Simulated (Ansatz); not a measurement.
## One crystal, many levels of theory: MoPbO4 (Wulfenite)

What gap does each level of theory give for MoPbO4 (Wulfenite), and in what time?

Calculated with Ansatz 0.2.0; density functionals, hybrids and G0W0, plane waves, PAW.

Most raw output is cut from this account.

In doubt: masses and optical values from hybrid runs of this build are listed as unsure (step 6), which bears on the screening that GW takes from such a start.

## 1. Starting point

The structure is tetragonal, space group I4_1/a (No. 88). Conventional cell: a = 5.431 Å, b = 5.431 Å, c = 12.107 Å, α = 90.00°, β = 90.00°, γ = 90.00°. Nearest to Mo lie 4 O at 1.77 Å. Pb has 8 O at 2.61 to 2.63 Å nearest. Nearest to O lie 1 Mo at 1.77 Å and 2 Pb at 2.61 to 2.63 Å. Farther neighbours and most contacts between anions are not listed.

The cell and positions come from the Crystallography Open Database and are kept as given unless a step says otherwise. Spin-orbit coupling is left out unless a step names it. The default PAW set here is soft_2. Its files were made with PBE.

## 2. r2SCAN on the 6×6×6 mesh

Levels along a band path and on the mesh show where this functional puts the band edges.

This step: DFT, r2SCAN, plane waves, PAW.

Input file input.yaml:

```yaml
crystal:
  lattice:
    - [-2.7156, 2.7156, 6.05325]
    - [2.7156, -2.7156, 6.05325]
    - [2.7156, 2.7156, -6.05325]
  atoms:
    - { symbol: Mo, position: [0.25, 0.75, 0.5] }
    - { symbol: Mo, position: [0.5, 0.5, 0.0] }
    - { symbol: Pb, position: [0.75, 0.25, 0.5] }
    - { symbol: Pb, position: [0.0, 0.0, 0.0] }
    - { symbol: O, position: [0.0323, 0.9041, 0.5986] }
    - { symbol: O, position: [0.6541, 0.5555, 0.3718] }
    - { symbol: O, position: [0.3055, 0.4337, 0.4014] }
    - { symbol: O, position: [0.1837, 0.2823, 0.6282] }
    - { symbol: O, position: [0.7177, 0.3459, 0.9014] }
    - { symbol: O, position: [0.0959, 0.6945, 0.1282] }
    - { symbol: O, position: [0.4445, 0.8163, 0.0986] }
    - { symbol: O, position: [0.5663, 0.9677, 0.8718] }
kpoints:
  mp_grid: { grid: [6, 6, 6] }
  band_path:
    path:
      - [[0.0, 0.0, 0.0], [0.0, 0.0, 0.5], [0.25, 0.25, 0.25], [0.0, 0.5, 0.0], [0.0, 0.0, 0.0], [0.5, 0.5, -0.5], [0.30031464, 0.69968536, -0.30031464]]
      - [[-0.30031464, 0.30031464, 0.30031464], [0.0, 0.0, 0.0]]
      - [[0.0, 0.0, 0.5], [-0.10062928, 0.10062928, 0.5]]
      - [[0.5, 0.5, -0.10062928], [0.5, 0.5, -0.5]]
    npoints: 10
hamiltonian:
  xc: r2scan
scf:
  occupations: { method: fermi_dirac, width: 0.02 }
  n_extra_bands: 8
output:
  eigenvalues: true
  write_density: true
  write_potential: true
  elf: true
  volumetric_format: npy
```

Run with:

```bash
$ ansatz run input.yaml --threads 4 --pin off --max-ram 138240MiB --backend cuda --events-out ev --progress --plain --runs-dir out --devices 1 --max-vram 26GiB
```

Wall time 5.4 s (1 × NVIDIA H100 80GB HBM3 (shared by 3 runs) with 4 threads of AMD EPYC 7R13 (Zen 3), shared host); peak memory 1.6 GiB.

This step gave:

```
filled bands         : 52
gap                  : 3.013 eV
valence top at       : k = (0.000, 0.000, 0.400)
conduction bottom at : k = (-0.240, 0.240, 0.240)
least direct gap     : 3.131 eV
```

Over mesh and path the gap is 3.013 eV, from k = (0.000, 0.000, 0.400) to k = (-0.240, 0.240, 0.240). The least direct gap found is 3.131 eV, at k = (-0.240, 0.240, 0.240). On the 6×6×6 mesh alone the same run gives 3.035 eV, so that mesh misses an edge of r2SCAN: 3.035 − 3.013 = +0.022 eV.

## 3. r2SCAN+SOC on the 6×6×6 mesh

This run has two-component orbitals with spin-orbit coupling.

This step: DFT, r2SCAN with spin-orbit coupling, plane waves, PAW.

input.yaml, the sections that differ from step 2:

```yaml
kpoints:
  mp_grid: { grid: [6, 6, 6] }
  band_path:
    path:
      - [0.0, 0.0, 0.0]
      - [0.0, 0.0, 0.5]
      - [0.25, 0.25, 0.25]
      - [0.0, 0.5, 0.0]
      - [0.5, 0.5, -0.5]
      - [0.30031464, 0.69968536, -0.30031464]
      - [-0.30031464, 0.30031464, 0.30031464]
      - [-0.10062928, 0.10062928, 0.5]
      - [0.0, 0.0, 0.4]
      - [-0.240251712, 0.240251712, 0.240251712]
    npoints: 1
scf:
  occupations: { method: fixed }
  n_extra_bands: 16
magnetization:
  noncollinear: true
  spin_orbit: true
# crystal, hamiltonian, output: as in step 2
```

Wall time 19 s (1 × NVIDIA H100 80GB HBM3 (shared by 3 runs) with 4 threads); peak memory 2.3 GiB.

Numbers from this step:

* gap: 2.877 eV
* valence top at: k = (0.000, 0.000, 0.400)
* conduction bottom at: k = (-0.240, 0.240, 0.240)
* least direct gap: 2.997 eV

Over mesh and listed points the gap is 2.877 eV, from k = (0.000, 0.000, 0.400) to k = (-0.240, 0.240, 0.240). The least direct gap found is 2.997 eV, at k = (-0.240, 0.240, 0.240). On the 6×6×6 mesh alone the same run gives 2.903 eV, so that mesh misses an edge of r2SCAN+SOC: 2.903 − 2.877 = +0.026 eV. r2SCAN+SOC against r2SCAN: 2.877 − 3.013 = −0.136 eV, with the same mesh, set of files (read in its fully relativistic form for the spin-orbit run) and cutoff, and both edges at the same k points. The spin-orbit run sees mesh and listed points alone, so its gap is an upper bound: the coupling can move an edge off these points, and the change over the zone, its sign included where it is small, is not known.

## 4. HSE06 on the 4×4×4 mesh

HSE06 mixes in a quarter of exact exchange at short range.

This step: DFT, HSE06, plane waves, PAW.

Edit input.yaml of step 3 so:

```diff
@@ -19,3 +19,3 @@
 kpoints:
-  mp_grid: { grid: [6, 6, 6] }
+  mp_grid: { grid: [4, 4, 4] }
   band_path:
@@ -34,9 +34,6 @@
 hamiltonian:
-  xc: r2scan
+  xc: hse06
 scf:
   occupations: { method: fixed }
-  n_extra_bands: 16
-magnetization:
-  noncollinear: true
-  spin_orbit: true
+  n_extra_bands: 8
 output:
```

Wall time 53 s (1 × NVIDIA H100 80GB HBM3 (shared by 3 runs) with 4 threads); peak memory 1.9 GiB.

Numbers from this step:

| Quantity | Value |
| --- | --- |
| gap | 3.767 eV |
| valence top at | k = (0.000, 0.000, 0.400) |
| conduction bottom at | k = (-0.240, 0.240, 0.240) |
| least direct gap | 3.882 eV |
| exact-exchange fraction | 0.25 |

Over mesh and listed points the gap is 3.767 eV, from k = (0.000, 0.000, 0.400) to k = (-0.240, 0.240, 0.240). The least direct gap found is 3.882 eV, at k = (-0.240, 0.240, 0.240). On the 4×4×4 mesh alone the same run gives 3.807 eV, so that mesh misses an edge of HSE06: 3.807 − 3.767 = +0.040 eV. HSE06 against r2SCAN: 3.767 − 3.013 = +0.754 eV. The runs also differ in mesh (6×6×6 and 4×4×4) and plane-wave cutoff (500 eV and 420 eV), so how much of this comes from the functional alone is not known.

## 5. G0W0@r2SCAN, 4×4×4 mesh, 2654 empty bands, screening to 350 eV, hard PAW files

G0W0 replaces the xc potential by a self-energy built once from the orbitals of the start. Levels are corrected in the window of bands that the input names, at points of the mesh.

This step: G0W0 on r2SCAN, plane waves, PAW.

Edit input.yaml of step 4 so:

```diff
@@ -20,25 +20,12 @@
   mp_grid: { grid: [4, 4, 4] }
-  band_path:
-    path:
-      - [0.0, 0.0, 0.0]
-      - [0.0, 0.0, 0.5]
-      - [0.25, 0.25, 0.25]
-      - [0.0, 0.5, 0.0]
-      - [0.5, 0.5, -0.5]
-      - [0.30031464, 0.69968536, -0.30031464]
-      - [-0.30031464, 0.30031464, 0.30031464]
-      - [-0.10062928, 0.10062928, 0.5]
-      - [0.0, 0.0, 0.4]
-      - [-0.240251712, 0.240251712, 0.240251712]
-    npoints: 1
 hamiltonian:
-  xc: hse06
+  xc: r2scan
+  pseudopotentials: { kind: paw, source: ansatz }
 scf:
   occupations: { method: fixed }
-  n_extra_bands: 8
-output:
-  eigenvalues: true
-  write_density: true
-  write_potential: true
-  elf: true
-  volumetric_format: npy
+gw:
+  n_empty_bands: 2654
+  ecut_chi: 350.0
+  qp_bands: [v4, c4]
+  qp_kpoints: band_edges
+  screening: { model: contour_deformation }
```

Elapsed: 14 min, on 1 × NVIDIA H100 80GB HBM3 (shared by 3 runs) with 4 threads; peak memory 30 GiB.

This step gave:

| Quantity | Value |
| --- | --- |
| bands summed | 2714 |
| RPA ε∞ on this mesh (eigenvalues) | 4.313, 4.673, 4.673 |
| plane waves in the screening matrix | 2607 |
| G0W0 gap over the corrected points | 4.380 eV |
| k of the valence top | 0, 0.25, 0.25 |
| k of the conduction bottom | 0.25, -0.25, 0.25 |
| starting gap on the mesh | 3.057 eV |
| Z at the valence top | 0.7628 |
| Z at the conduction bottom | 0.7786 |
| least direct G0W0 gap over the corrected points | 4.463 eV |

Over all 14 irreducible mesh points the G0W0 gap is 4.380 eV, from k = (0.000, 0.250, 0.250) to k = (0.250, -0.250, 0.250). The r2SCAN gap of this run on the mesh is 3.057 eV. The two states that bound the G0W0 gap lie that far apart at the start, so the correction of the gap is 4.380 − 3.057 = +1.323 eV.

## 6. G0W0@HSE06, 4×4×4 mesh, 898 empty bands, screening to 170 eV, hard PAW files

This step: G0W0 on HSE06, plane waves, PAW.

Edit input.yaml of step 5 so:

```diff
@@ -21,3 +21,3 @@
 hamiltonian:
-  xc: r2scan
+  xc: hse06
   pseudopotentials: { kind: paw, source: ansatz }
@@ -26,4 +26,4 @@
 gw:
-  n_empty_bands: 2654
-  ecut_chi: 350.0
+  n_empty_bands: 898
+  ecut_chi: 170.0
   qp_bands: [v4, c4]
```

Run time: 8.2 min. Hardware: 1 × NVIDIA H100 80GB HBM3 (shared by 3 runs) with 4 threads; peak memory 7.9 GiB; 14 min of CPU time.

Numbers from this step:

| Quantity | Value |
| --- | --- |
| bands summed | 958 |
| RPA ε∞ on this mesh (eigenvalues) | 3.873, 4.130, 4.130 |
| plane waves in the screening matrix | 909 |
| G0W0 gap over the corrected points | 4.575 eV |
| k of the valence top | 0, 0.25, 0.25 |
| k of the conduction bottom | 0.25, -0.25, 0.25 |
| starting gap on the mesh | 3.808 eV |
| Z at the valence top | 0.7903 |
| Z at the conduction bottom | 0.8043 |
| least direct G0W0 gap over the corrected points | 4.665 eV |

Over all 14 irreducible mesh points the G0W0 gap is 4.575 eV, from k = (0.000, 0.250, 0.250) to k = (0.250, -0.250, 0.250). The HSE06 gap of this run on the mesh is 3.808 eV. The two states that bound the G0W0 gap lie that far apart at the start, so the correction of the gap is 4.575 − 3.808 = +0.767 eV. G0W0@HSE06 against G0W0@r2SCAN with 958 bands (a further run, in the table below): 4.575 − 4.304 = +0.271 eV. The runs also differ in plane-wave cutoff (1050 eV and 930 eV), so how much of this comes from the start alone is not known.

## 7. Gap and time by level

Each gap is the least one over the points named; times are wall times on shared hosts, not benchmarks. A G0W0 time includes the run's own self-consistent start. Runs with listed points see these and the mesh alone, so an edge that moves elsewhere is missed. Rows marked * are further runs, not shown as steps, whose inputs differ from the G0W0 step on the same start in the columns given; solver thresholds can differ too.

| level | mesh | files, cutoff | bands summed, screening | points | gap (eV) | valence top | conduction bottom | least direct gap (eV) | time |
| --- | --- | --- | --- | --- | --- | --- | --- | --- | --- |
| r2SCAN | 6×6×6 | soft_2 PAW, 500 eV | - | mesh and path | 3.013 | (0.000, 0.000, 0.400) | (-0.240, 0.240, 0.240) | 3.131 | 5.4 s |
| r2SCAN+SOC | 6×6×6 | soft_2 PAW, 500 eV | - | mesh and listed points | 2.877 | (0.000, 0.000, 0.400) | (-0.240, 0.240, 0.240) | 2.997 | 19 s |
| HSE06 | 4×4×4 | soft_2 PAW, 420 eV | - | mesh and listed points | 3.767 | (0.000, 0.000, 0.400) | (-0.240, 0.240, 0.240) | 3.882 | 53 s |
| G0W0@r2SCAN* | 4×4×4 | hard PAW, 1050 eV | 465, 100 eV | all 14 irreducible mesh points | 4.242 | (0.000, 0.250, 0.250) | (0.250, -0.250, 0.250) | 4.333 | 2 min |
| G0W0@r2SCAN* | 4×4×4 | hard PAW, 1050 eV | 958, 170 eV | all 14 irreducible mesh points | 4.304 | (0.000, 0.250, 0.250) | (0.250, -0.250, 0.250) | 4.390 | 4 min |
| G0W0@r2SCAN* | 4×4×4 | hard PAW, 1050 eV | 1662, 250 eV | all 14 irreducible mesh points | 4.357 | (0.000, 0.250, 0.250) | (0.250, -0.250, 0.250) | 4.442 | 6.6 min |
| G0W0@r2SCAN | 4×4×4 | hard PAW, 1050 eV | 2714, 350 eV | all 14 irreducible mesh points | 4.380 | (0.000, 0.250, 0.250) | (0.250, -0.250, 0.250) | 4.463 | 14 min |
| G0W0@HSE06 | 4×4×4 | hard PAW, 930 eV | 958, 170 eV | all 14 irreducible mesh points | 4.575 | (0.000, 0.250, 0.250) | (0.250, -0.250, 0.250) | 4.665 | 8.2 min |

## 8. Outcome

| Quantity | Value |
| --- | --- |
| r2SCAN, over mesh and path | 3.013 eV |
| r2SCAN+SOC, over mesh and listed points | 2.877 eV |
| HSE06, over mesh and listed points | 3.767 eV |
| G0W0@r2SCAN (2714 bands, 4×4×4), over all 14 irreducible mesh points | 4.380 eV |
| G0W0@HSE06, over all 14 irreducible mesh points | 4.575 eV |
| known limits | finite bands, screening cutoff and k mesh; no spin-orbit coupling in G0W0 |

The rows run from 2.877 eV (r2SCAN+SOC) to 4.575 eV (G0W0@HSE06). They differ in mesh, files, plane-wave cutoff, bands and screening cutoff of G0W0 and the points over which the gap was sought as well as in level, so only pairs that share these are like for like. r2SCAN+SOC against r2SCAN: 2.877 − 3.013 = −0.136 eV, with the same mesh, set of files (read in its fully relativistic form for the spin-orbit run) and cutoff, and both edges at the same k points. The spin-orbit run sees mesh and listed points alone, so its gap is an upper bound: the coupling can move an edge off these points, and the change over the zone, its sign included where it is small, is not known. G0W0@r2SCAN (2714 bands, 4×4×4) moves the gap of its own start on the mesh by 4.380 − 3.057 = +1.323 eV, between the same two levels. Over mesh and path, r2SCAN puts the valence top at k = (0.000, 0.000, 0.400) and conduction bottom at k = (-0.240, 0.240, 0.240), where no G0W0 correction was computed. The G0W0 gap over the whole zone is therefore not known from this run; at its settings it can only be equal to or under the 4.380 eV found, and no correction is carried over from another point. For the start itself the gap is 3.013 eV over mesh and path and 3.057 eV on the mesh of the G0W0 run, in runs that differ in mesh (6×6×6 and 4×4×4), files (soft_2 PAW and hard PAW) and plane-wave cutoff (500 eV and 1050 eV). G0W0@HSE06 moves the gap of its own start on the mesh by 4.575 − 3.808 = +0.767 eV, between the same two levels. Over mesh and listed points, HSE06 puts the valence top at k = (0.000, 0.000, 0.400) and conduction bottom at k = (-0.240, 0.240, 0.240), where no G0W0 correction was computed. The G0W0 gap over the whole zone is therefore not known from this run; at its settings it can only be equal to or under the 4.575 eV found, and no correction is carried over from another point. For the start itself the gap is 3.767 eV over mesh and listed points and 3.808 eV on the mesh of the G0W0 run, in runs that differ in files (soft_2 PAW and hard PAW) and plane-wave cutoff (420 eV and 930 eV). What spin-orbit coupling does to the G0W0 levels was not computed, so no sum with the G0W0 gap is formed. For G0W0@r2SCAN: from 465 bands and 100 eV to 2714 bands and 350 eV the gap moves by 4.380 − 4.242 = +0.138 eV (rung by rung 4.242, 4.304, 4.357, 4.380 eV); bands and screening cutoff rise together, so their parts are not told apart. A line in one over the bands through the two highest rungs gives 4.380 + (4.380 − 4.357) × 1662 / (2714 − 1662) = 4.416 eV, and through the pair below 4.357 + (4.357 − 4.304) × 958 / (1662 − 958) = 4.429 eV. The two agree within 0.03 eV and the same two states bound the gap in each rung, so 4.416 eV is taken as an estimate of the limit on this mesh. The other G0W0 rows are shown at one basis each (958 bands), so their distance from the limit is not known here. The G0W0 runs are scalar-relativistic. No pair of G0W0 runs that differ in the mesh alone is shown (4×4×4 is a supercell whose nearest images lie 22 Å apart), so the error from the mesh is not known here. G0W0 is shown with one set of atomic data (hard PAW), so the error from the files is not known here. Failed or unusable runs of this series, left out of the table: G0W0@r2SCAN (6×6×6 mesh, hard PAW files, 1050 eV, 405 empty bands) reached its time limit after 11 min.

[Paths, hosts, dates, memory and timing lines, banners, echoed tables and standing remarks are left out of the program output.]

[Logs are printed without paths, hosts, clocks, repeated set-up lines and the standing remarks that a program may print on its own settings, such as how far it seeks lower states.]

[Runs of the session that timed out or met a known fault of the program may be left out.]

[Cells called generated may have been cut or substituted from an entry of the Crystallography Open Database or the Materials Project.]

[Hosts, paths, dates, database ids (printed as entryN), source tags and the programs' standing remarks are cut or masked in the printed files.]

[Where an RPA ε∞ is given, it is that of the G0W0 mesh and is not shown converged in it. Names of k-points follow the symmetry that the program found, which can be lower than the space group named. Band edges on a path are those of the sampled points; other points can move an edge, and change direct to indirect where valleys lie close.]

[Hybrid gaps are those of their k-mesh and are not shown converged in it.]
